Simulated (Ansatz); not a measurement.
# 1T-NiSSe monolayer in a perpendicular field

Aim: how the 1T-NiSSe monolayer screens a field along its normal, and what the field does to its bands. A positive field points along +c.

Main program and level: Ansatz 0.2.0; plane-wave DFT, PBE-D3(BJ), Ansatz PAW.

**1. The structure**

The cell holds 3 atoms: 1 Se, 1 Ni and 1 S. Its edges and angles: a = 3.450 Å, b = 3.450 Å, c = 20.121 Å, α = 90.0°, β = 90.0°, γ = 120.0°. Vacuum lies along c.

Coordinates:

```cif
data_structure
_symmetry_space_group_name_H-M 'P 1'
_symmetry_Int_Tables_number 1
_cell_length_a 3.4500
_cell_length_b 3.4500
_cell_length_c 20.1210
_cell_angle_alpha 90.000
_cell_angle_beta 90.000
_cell_angle_gamma 120.000
_cell_volume 207.40
loop_
_atom_site_label
_atom_site_type_symbol
_atom_site_fract_x
_atom_site_fract_y
_atom_site_fract_z
_atom_site_occupancy
Se1 Se 0.66667 0.33333 0.44729 1
Ni2 Ni 0.00000 0.00000 0.50795 1
S3 S 0.33333 0.66667 0.55271 1
```

**2. Relaxation**

The starting cell is a guess, so the in-plane lattice and the atoms are relaxed first, with the slab cut off from its images along the normal. The program lengthens the vector along the normal by itself, so c and the volume that it reports differ from the typed ones.

The input, input.yaml:

```yaml
crystal:
  lattice:
    - [3.45, 0.0, 0.0]
    - [-1.725, 2.9877876431, 0.0]
    - [0.0, 0.0, 20.1210168115]
  atoms:
    - { symbol: Se, position: [0.6666666667, 0.3333333333, 0.4472934984] }
    - { symbol: Ni, position: [0.0, 0.0, 0.5079469007] }
    - { symbol: S, position: [0.3333333333, 0.6666666667, 0.5527065016] }
  periodic: [true, true, false]
kpoints:
  mp_grid: { grid: [12, 12, 1] }
hamiltonian:
  xc: pbe
  dispersion: d3bj
scf:
  occupations: { method: fermi_dirac, width: 0.05 }
  convergence: { dr2_threshold: 1.0e-09 }
relax:
  f_tol: 0.004
  max_steps: 90
  cell: {}
output:
  write_potential: true
  write_density: true
  volumetric_format: npy
```

Launch:

```
$ ansatz run input.yaml --threads 2 --pin off --max-ram 3072MiB --backend cpu --events-out ev --progress --plain --runs-dir out
```

Numbers of over 12 decimals in the logs are rounded to 6 here.

The program printed:

```text
Warning: crystal.periodic: the lattice vector that does not repeat stood 0.000° off the slab's normal, 20.121 Å along it as the deck builds it. The run solves the slab on a vector along the normal, 28.042 Å long, with every atom where it was (on the deck's vector they left 18.00 Å outside them, and the widest stretch free of ions among them is 1.22 Å). A fractional position that the run reports is one of the run's ce [...]
Warning: relax.cell: scf.convergence.dr2_threshold = 1e-9 eV is looser than the 2.04194080394e-10 eV advised for a relaxation that steers and ends on the stress (1e-10 eV for each atom of the cell: 3, times the square of relax.cell.stress_2d_tol = 0.05 N/m over 12.1 Å (the atoms' height at the walk's start and 5 Å past either face), 4.125e-2 GPa, over a crystal's default 0.05). What an SCF threshold leaves in a stress goes as its square root, and in the free energy as the threshold itself, and one threshold admits the most on a small cell: [figures from the program's tests cut] Set scf.convergence.dr2_threshold to 2.04194080394e-10 eV or tighter. [rest of the remark cut]
crystal.periodic: the lattice vector that does not repeat stood 0.000° off the slab's normal, 20.121 Å along it as the deck builds it. The run solves the slab on a vector along the normal, 28.042 Å long, with every atom where it was (on the deck's vector they left 18.00 Å outside them, and the widest stretch free of ions among them is 1.22 Å). A fractional position that the run reports is one of the run's cell, which [...]
Engine: ansatz 0.2.0, aarch64-unknown-linux-gnu
Pseudopotentials: kind: paw
Pseudopotential: Se, paw, valence charge 16, recommended cutoff 420 eV (normal), Se.paw.azcp
Pseudopotential: Ni, paw, valence charge 18, recommended cutoff 420 eV (normal), Ni.paw.azcp
Pseudopotential: S, paw, valence charge 6, recommended cutoff 420 eV (normal), S.paw.azcp
Functional definition: PBE
  parameter kappa = 0.804
  parameter beta = 0.066725
  exchange = pbe_x(kappa = kappa, mu = beta*pi^2/3)
  correlation = pbe_c(beta = beta)
Crystal: 3 atoms, lattice volume = 289.054 Å³
Basis set: ecut = 420 eV, 5577 PW (Γ), exchange–correlation on 48×48×384 points (8 copies of the dense FFT grid, shifted against one another)
Bands: 24, of which v1, the nominal top of the filled ones, is band 20 counted from 1 (19 counted from 0)
Symmetry: 6 space group operations
Space group: P3m1 (ITA 156), of the structure as read, at distance tolerance 6.6e-5 Å
k-points: 19 of 144 (time reversal used)
Non-local potential: Se, projectors of the file, l = 0: 2, l = 1: 2, l = 2: 3, l = 3: 1
Non-local potential: Ni, projectors of the file, l = 0: 3, l = 1: 2, l = 2: 3, l = 3: 1
Non-local potential: S, projectors of the file, l = 0: 2, l = 1: 2, l = 2: 2
PAW form: soft (Blöchl's): semilocal exchange-correlation on the pseudo side does not see the compensation charge
PAW one-centre angular grid: Se, 590 points (default); XC on 64 Gauss nodes
PAW one-centre angular grid: Ni, 590 points (default); XC on 64 Gauss nodes
PAW one-centre angular grid: S, 110 points (default); XC on 64 Gauss nodes
Initial density: superposition of atomic densities (neutral atoms: chi_scale 0, normalization atom), corrected by the library's trained network
Initial wavefunctions: pseudopotential atomic-orbital guess
Functional: x = pbe(κ = 0.804, μ = 0.219515), c = pbe(β = 0.066725)
SCF iter   1: F=—  HF=-12212.025359 eV  |F-HF|=—  |Δ(HF+E_count)|=         —  Δρ=3.24e-3  dr2=4.41e-2  ethr=1.77e-3  ⟨swp⟩=12.4  Hψ=3194  notcnv=0
preconditioner: auto → LDOS  [insulator: Δε(μ)=0.324 eV  Ē_g=8.626 eV  σ=0.050 eV  W_gap=0.92  n_scr=16 (ndim 8)  ℏωp=10.2 eV  f_vac=0.792  D(μ)=0.21/eV (n_scr^D=2)  ε∞_Penn≈2.4  β→1.0]
SCF iter   2: F=—  HF=-12212.037328 eV  |F-HF|=—  |Δ(HF+E_count)|=   1.20e-2  Δρ=7.11e-3  dr2=1.91e-1  ethr=1.10e-4  ⟨swp⟩=4.2  Hψ=1193  notcnv=0
SCF iter   3: F=—  HF=-12212.026438 eV  |F-HF|=—  |Δ(HF+E_count)|=   1.09e-2  Δρ=4.49e-3  dr2=4.85e-2  ethr=1.10e-4  ⟨swp⟩=3.2  Hψ=756  notcnv=0
SCF iter   4: F=—  HF=-12212.022381 eV  |F-HF|=—  |Δ(HF+E_count)|=   4.06e-3  Δρ=9.42e-4  dr2=4.32e-3  ethr=1.10e-4  ⟨swp⟩=2.2  Hψ=611  notcnv=0
SCF iter   5: F=—  HF=-12212.022278 eV  |F-HF|=—  |Δ(HF+E_count)|=   1.02e-4  Δρ=1.36e-4  dr2=3.76e-5  ethr=1.08e-5  ⟨swp⟩=2.5  Hψ=656  notcnv=0
SCF iter   6: F=—  HF=-12212.022293 eV  |F-HF|=—  |Δ(HF+E_count)|=   1.50e-5  Δρ=5.38e-5  dr2=7.15e-6  ethr=9.41e-8  ⟨swp⟩=3.3  Hψ=1039  notcnv=0
SCF iter   7: F=—  HF=-12212.022294 eV  |F-HF|=—  |Δ(HF+E_count)|=   8.45e-7  Δρ=1.54e-5  dr2=9.48e-7  ethr=1.79e-8  ⟨swp⟩=2.7  Hψ=728  notcnv=0
SCF iter   8: F=—  HF=-12212.022294 eV  |F-HF|=—  |Δ(HF+E_count)|=   8.17e-8  Δρ=6.65e-6  dr2=5.89e-8  ethr=2.37e-9  ⟨swp⟩=2.9  Hψ=813  notcnv=0
SCF iter   9: F=—  HF=-12212.022294 eV  |F-HF|=—  |Δ(HF+E_count)|=   1.36e-7  Δρ=8.76e-7  dr2=3.64e-9  ethr=1.47e-10  ⟨swp⟩=3.3  Hψ=924  notcnv=0
SCF iter  10: F=-12212.022294 eV  HF=-12212.022294 eV  |F-HF|=7.40e-9  |Δ(HF+E_count)|=   2.95e-8  Δρ=3.87e-7  dr2=4.13e-10  ethr=2.50e-12  ⟨swp⟩=11.6  Hψ=3600  notcnv=0
SCF 1 converged in 10 iterations: F = -12212.022294 eV  dr2 = 4.13e-10
  greatest PAW one-centre occupation: 1.000 electrons in one spin orbital (limit 2), on the Ni atom at site 1 (counted from 0), in its partial waves of l = 1
relax step   1: F+E_penalty+E_count = -12212.02229403 eV  Δ(F+E_penalty+E_count) = +0.000e0 eV  max|allowed force component| = 2.218e0 eV/Å  Δτ_max = 0.0000 Å  P = +3.499 N/m  Ω = 289.054 Å³  fix = [c, alpha, beta]  reactions: c +0.000 N/m  (10 SCF iters, accepted)
Crystal: 3 atoms, lattice volume = 280.415 Å³
Basis set: ecut = 420 eV, 5469 PW (Γ), exchange–correlation on 48×48×384 points (8 copies of the dense FFT grid, shifted against one another)
Initial density: handed on by an earlier stage of this run
Initial wavefunctions: those handed on with the density
iter 1 solved again at ethr=2.18e-4 eV; its pass at ethr=3.10e-3 eV (dr2=8.70e-2 eV) is discarded
SCF iter   1: F=—  HF=-12212.295156 eV  |F-HF|=—  |Δ(HF+E_count)|=         —  Δρ=8.00e-3  dr2=8.79e-2  ethr=2.18e-4  ⟨swp⟩=2.4  Hψ=3275  notcnv=0
preconditioner: auto → LDOS  [insulator: Δε(μ)=0.303 eV  Ē_g=8.413 eV  σ=0.050 eV  W_gap=0.88  n_scr=16 (ndim 8)  ℏωp=10.4 eV  f_vac=0.781  D(μ)=0.15/eV (n_scr^D=2)  ε∞_Penn≈2.5  β→1.0]
SCF iter   2: F=—  HF=-12212.305747 eV  |F-HF|=—  |Δ(HF+E_count)|=   1.06e-2  Δρ=9.18e-3  dr2=2.25e-1  ethr=2.18e-4  ⟨swp⟩=3.1  Hψ=780  notcnv=0  recentre
SCF iter   3: F=—  HF=-12212.294038 eV  |F-HF|=—  |Δ(HF+E_count)|=   1.17e-2  Δρ=5.73e-3  dr2=8.17e-2  ethr=2.18e-4  ⟨swp⟩=3.0  Hψ=820  notcnv=0
[...]
SCF iter   2: F=—  HF=-12212.302141 eV  |F-HF|=—  |Δ(HF+E_count)|=   2.83e-3  Δρ=2.04e-3  dr2=3.06e-2  ethr=8.46e-6  ⟨swp⟩=2.3  Hψ=766  notcnv=0  recentre
SCF iter   3: F=—  HF=-12212.300057 eV  |F-HF|=—  |Δ(HF+E_count)|=   2.08e-3  Δρ=1.28e-3  dr2=4.56e-3  ethr=8.46e-6  ⟨swp⟩=2.6  Hψ=779  notcnv=0
SCF iter   4: F=—  HF=-12212.300055 eV  |F-HF|=—  |Δ(HF+E_count)|=   2.14e-6  Δρ=4.01e-4  dr2=4.94e-4  ethr=8.46e-6  ⟨swp⟩=2.0  Hψ=589  notcnv=0
SCF iter   5: F=—  HF=-12212.300029 eV  |F-HF|=—  |Δ(HF+E_count)|=   2.60e-5  Δρ=8.04e-5  dr2=3.66e-6  ethr=1.24e-6  ⟨swp⟩=2.2  Hψ=587  notcnv=0
SCF iter   6: F=—  HF=-12212.299969 eV  |F-HF|=—  |Δ(HF+E_count)|=   5.98e-5  Δρ=2.08e-5  dr2=1.42e-6  ethr=9.14e-9  ⟨swp⟩=3.0  Hψ=1015  notcnv=0
SCF iter   7: F=—  HF=-12212.299969 eV  |F-HF|=—  |Δ(HF+E_count)|=   5.42e-8  Δρ=5.08e-6  dr2=6.45e-8  ethr=3.56e-9  ⟨swp⟩=2.6  Hψ=720  notcnv=0
SCF iter   8: F=—  HF=-12212.299969 eV  |F-HF|=—  |Δ(HF+E_count)|=   3.68e-8  Δρ=1.38e-6  dr2=1.14e-8  ethr=1.61e-10  ⟨swp⟩=2.9  Hψ=903  notcnv=0
SCF iter   9: F=—  HF=-12212.299969 eV  |F-HF|=—  |Δ(HF+E_count)|=   5.91e-9  Δρ=1.01e-6  dr2=1.73e-9  ethr=2.85e-11  ⟨swp⟩=3.1  Hψ=814  notcnv=0
SCF iter  10: F=-12212.299969 eV  HF=-12212.299969 eV  |F-HF|=7.64e-11  |Δ(HF+E_count)|=   4.09e-9  Δρ=4.19e-7  dr2=3.63e-10  ethr=2.50e-12  ⟨swp⟩=10.5  Hψ=3276  notcnv=0
SCF 3 converged in 10 iterations: F = -12212.299969 eV  dr2 = 3.63e-10
relax step   3: F+E_penalty+E_count = -12212.29996888 eV  Δ(F+E_penalty+E_count) = -1.212e-2 eV  max|allowed force component| = 1.315e-1 eV/Å  Δτ_max = 0.0294 Å  P = +0.178 N/m  Ω = 280.161 Å³  energy of the carried Pulay correction = +2.697e-4 eV  fix = [c, alpha, beta]  reactions: c +0.000 N/m  (10 SCF iters, accepted)
[...]
relax step   4: F+E_penalty+E_count = -12212.30081039 eV  Δ(F+E_penalty+E_count) = -8.415e-4 eV  max|allowed force component| = 3.034e-2 eV/Å  Δτ_max = 0.0052 Å  P = +0.014 N/m  Ω = 281.162 Å³  energy of the carried Pulay correction = +2.389e-4 eV  fix = [c, alpha, beta]  reactions: c +0.000 N/m  (8 SCF iters, accepted)
[...]
relax step   5: F+E_penalty+E_count = -12212.30087245 eV  Δ(F+E_penalty+E_count) = -6.207e-5 eV  max|allowed force component| = 2.617e-3 eV/Å  Δτ_max = 0.0031 Å  P = -0.012 N/m  Ω = 281.550 Å³  energy of the carried Pulay correction = +2.270e-4 eV  fix = [c, alpha, beta]  reactions: c -0.000 N/m  (9 SCF iters, accepted)
Initial wavefunctions: pseudopotential atomic-orbital guess (no wavefunctions were taken with the density)
iter 1 solved again at ethr=1.18e-6 eV; its pass at ethr=3.10e-3 eV (dr2=4.72e-4 eV) is discarded
SCF iter   1: F=—  HF=-12212.300739 eV  |F-HF|=—  |Δ(HF+E_count)|=         —  Δρ=9.40e-6  dr2=4.65e-8  ethr=1.18e-6  ⟨swp⟩=5.5  Hψ=4863  notcnv=0
eigensolver tolerance schedule: the retry pair's looser diagonalisation over-reported the residual by 10140.48 of it (diagonalisation noise at an unbounded share of the residual, at the tolerance the schedule requests for it); recorded, not acted on — ethr = c·dr2/N_el stays at c = 1.0e-1
preconditioner: auto → LDOS  [insulator: Δε(μ)=0.252 eV  Ē_g=8.356 eV  σ=0.050 eV  W_gap=0.82  n_scr=16 (ndim 8)  ℏωp=10.4 eV  f_vac=0.781  D(μ)=0.21/eV (n_scr^D=2)  ε∞_Penn≈2.5  β→1.0]
SCF iter   2: F=—  HF=-12212.300683 eV  |F-HF|=—  |Δ(HF+E_count)|=   5.67e-5  Δρ=4.86e-5  dr2=4.61e-6  ethr=1.16e-10  ⟨swp⟩=5.3  Hψ=1655  notcnv=0
SCF iter   3: F=—  HF=-12212.300682 eV  |F-HF|=—  |Δ(HF+E_count)|=   9.35e-7  Δρ=2.78e-5  dr2=1.73e-6  ethr=1.16e-10  ⟨swp⟩=3.5  Hψ=1048  notcnv=0
SCF iter   4: F=—  HF=-12212.300682 eV  |F-HF|=—  |Δ(HF+E_count)|=   3.60e-7  Δρ=8.26e-6  dr2=1.64e-7  ethr=1.16e-10  ⟨swp⟩=2.9  Hψ=973  notcnv=0
SCF iter   5: F=—  HF=-12212.300682 eV  |F-HF|=—  |Δ(HF+E_count)|=   5.15e-8  Δρ=1.87e-6  dr2=6.34e-9  ethr=1.16e-10  ⟨swp⟩=2.3  Hψ=652  notcnv=0
SCF iter   6: F=-12212.300682 eV  HF=-12212.300682 eV  |F-HF|=1.60e-8  |Δ(HF+E_count)|=   1.75e-8  Δρ=4.59e-7  dr2=3.93e-10  ethr=2.50e-12  ⟨swp⟩=12.9  Hψ=4179  notcnv=0
SCF 6 converged in 6 iterations: F = -12212.300682 eV  dr2 = 3.93e-10
relax step   6: F+E_penalty+E_count = -12212.30068202 eV  Δ(F+E_penalty+E_count) = +1.904e-4 eV  max|allowed force component| = 2.501e-3 eV/Å  Δτ_max = 0.0000 Å  P = -0.012 N/m  Ω = 281.550 Å³  fix = [c, alpha, beta]  reactions: c -0.000 N/m  stress off target by 1.24e-2 N/m on what of the cell is left free  SCF on the basis re-selected at this cell (its energy is not comparable with the rows above)  (6 SCF iters)
basis re-selected at this cell: Δ(F+E_penalty+E_count) = +1.904e-4 eV, ΔP = -0.001 N/m vs the last step (what re-selecting the basis moved, of the pressure what is left beyond the Pulay correction that the steps carried, after the strain that the cell walked since its last selection, with what the two solves' SCF thresholds leave and, on support functions, any second-order correction that the steps lacked; it is no m [...]
WARN: The input density's exchange-correlation potential varies sharply where the density is thin. Do not read a vacuum level from v_tot or v_xc, or from such a field of the output density. On a cell that repeats whose density bears no net charge and no dipole along the vacuum's axis use v_es (v_loc + v_h of the components); under efield.dipole_correction with no amplitude use v_es + v_field, which holds any external [...]
SCF converged after 6 iterations
Free energy (F): -12212.300682 eV
Harris-Foulkes:  -12212.300682 eV  (|F-HF|=1.60e-8)
Internal energy: -12212.298253 eV  (E = F + TS)
E sigma→0 (E₀):  -12212.299468 eV
Entropy (-TS):   -0.002429 eV (-0.810 meV/atom)
Fermi energy:    -5.199800 eV
--- Per-component energies (eV) ---
  E_band       = -1395.186051
  E_kinetic    = 506.292699
  E_local      = -91643.838197  (includes V_loc(G=0)·N_el)
  E_nonlocal   = 65.473284
  E_hartree    = 45138.899159
  E_xc         = -285.840365
  E_vxc        = -294.606880  (∫ρ·V_xc dr)
  E_paw        = -4138.606375  (= ΣΔE_a)
  E_vpaw       = -306.302604  (= ΣTr[D̂ρ^β])
  E_aug_tail   = -0.000043  (compensation charges beyond the density's cutoff)
  E_ewald      = 38146.081690
  E_disp       = -0.760105  (pairwise vdW)
  E_smearing   = -0.002429  (= −TS)
  E_closure    = 0.000000  (closes the sum)
  Σ components = -12212.300682   (vs F -12212.300682, Δ=0.00e0)
--- Forces (eV/Å), atoms counted from 1 ---
  atom   1  Se     0.00000000     0.00000000     0.00250104
  atom   2  Ni    -0.00000000    -0.00000000    -0.00128865
  atom   3  S      0.00000000     0.00000000    -0.00121338
  max |Σ_I F_I| component: 9.90e-7 eV/Å
--- 2D stress c σ (N/m, compression-positive) ---
       -0.012427      -0.000000      -0.000000
       -0.000000      -0.012427      -0.000000
       -0.000000      -0.000000      -0.000000
  P = ½ c Tr σ = -0.0124 N/m
--- Band table (eV; the first three rows and the last of 19) ---
  k-point 0: bands = [... 16 lower, -7.0292, -6.1896, -5.2904, -5.2904, -3.5614, -3.5614, -0.9231, -0.1303]
  k-point 1: bands = [... 16 lower, -7.0783, -6.1223, -5.6125, -5.3934, -3.9728, -3.6183, -0.7907, 0.0055]
  k-point 2: bands = [... 16 lower, -7.2915, -6.3178, -5.7672, -5.6993, -4.7499, -3.7198, -0.4431, 0.3300]
  k-point 18: bands = [... 16 lower, -8.4187, -7.6179, -7.0211, -6.8324, -4.9496, -4.4877, 1.0405, 2.6304]
  the weakly bound empty levels are not read free of the cell's end (no_gap_told)
--- Relaxed structure (5 steps of the walk, 5 accepted, 1 SCFs on fresh bases) ---
  F+E_penalty+E_count = -12212.30068202 eV   max|allowed force component| = 2.501e-3 eV/Å   (the final SCF, on the basis selected at the relaxed cell)
  cell:  # Å, volume = 281.5504 Å³
    - [3.404928, -1.66798344327287e-18, 0]
    - [-1.702464, 2.948755, 0]
    - [0, 0, 28.042034]
  atoms:
    - { symbol: Se, position: [0.666667, 0.333333, 0.316225] }
    - { symbol: Ni, position: [-1.6911596424259996e-18, 0, 0.362593] }
    - { symbol: S, position: [0.333333, 0.666667, 0.403180] }
```

Wall time 43 s (2 threads of Arm Neoverse V2, shared host); peak memory 0.53 GiB.

This run has no spin polarisation, although Ni can carry a moment.

Step by step:

| step | energy less that of the first step (eV) | largest force component (eV/Å) | volume (Å³) |
| --- | --- | --- | --- |
| 1 | 0.0000 | 2.2177 | 289.05 |
| 2 | -0.2656 | 0.5043 | 280.42 |
| 3 | -0.2777 | 0.1315 | 280.16 |
| 4 | -0.2785 | 0.0303 | 281.16 |
| 5 | -0.2786 | 0.0026 | 281.55 |
| 6* | -0.2784 | 0.0025 | 281.55 |

Relaxation steps marked * repeat the geometry before them on a plane-wave basis chosen anew for their cell, so energy and pressure can jump there.

The run keeps the 6 symmetry operations that it works with, so distortions that break them were not tested.

```
cell as run  before  after  change
      a (Å)   3.450  3.405  -1.3 %
      b (Å)   3.450  3.405  -1.3 %
```

The atoms that moved most (Å, along periodic axes as changes of fractional coordinates times the final cell, across vacuum about the mean position):

```csv
atom,dx,dy,dz,length
S3,0.000,0.000,0.185,0.185
Se1,0.000,0.000,-0.132,0.132
Ni2,0.000,0.000,-0.053,0.053
```

The relaxed structure:

```xyz
3
Lattice="3.4049 0.0000 0.0000 -1.7025 2.9488 0.0000 0.0000 0.0000 28.0420" Properties=species:S:1:pos:R:3
Se    1.7025    0.9829    8.8676
Ni    0.0000    0.0000   10.1679
S     0.0000    1.9658   11.3060
```

Numbers from this step:

- energy at zero smearing: -12212.2995 eV

The lattice constant a goes from 3.450 to 3.405 Å.

(Part 1 of 4 ends here.)

[Logs are printed without paths, hosts, clocks, repeated set-up lines and the standing remarks that a program may print on its own settings, such as how far it seeks lower states.]

[Hosts, paths, dates, database ids (printed as entryN), source tags and the programs' standing remarks are cut or masked in the printed files.]

[Maps of the electrostatic potential energy from Ansatz leave out the sawtooth potential of an applied field or a dipole correction, so their vacuum need not be flat; planar profiles and work functions include it.]
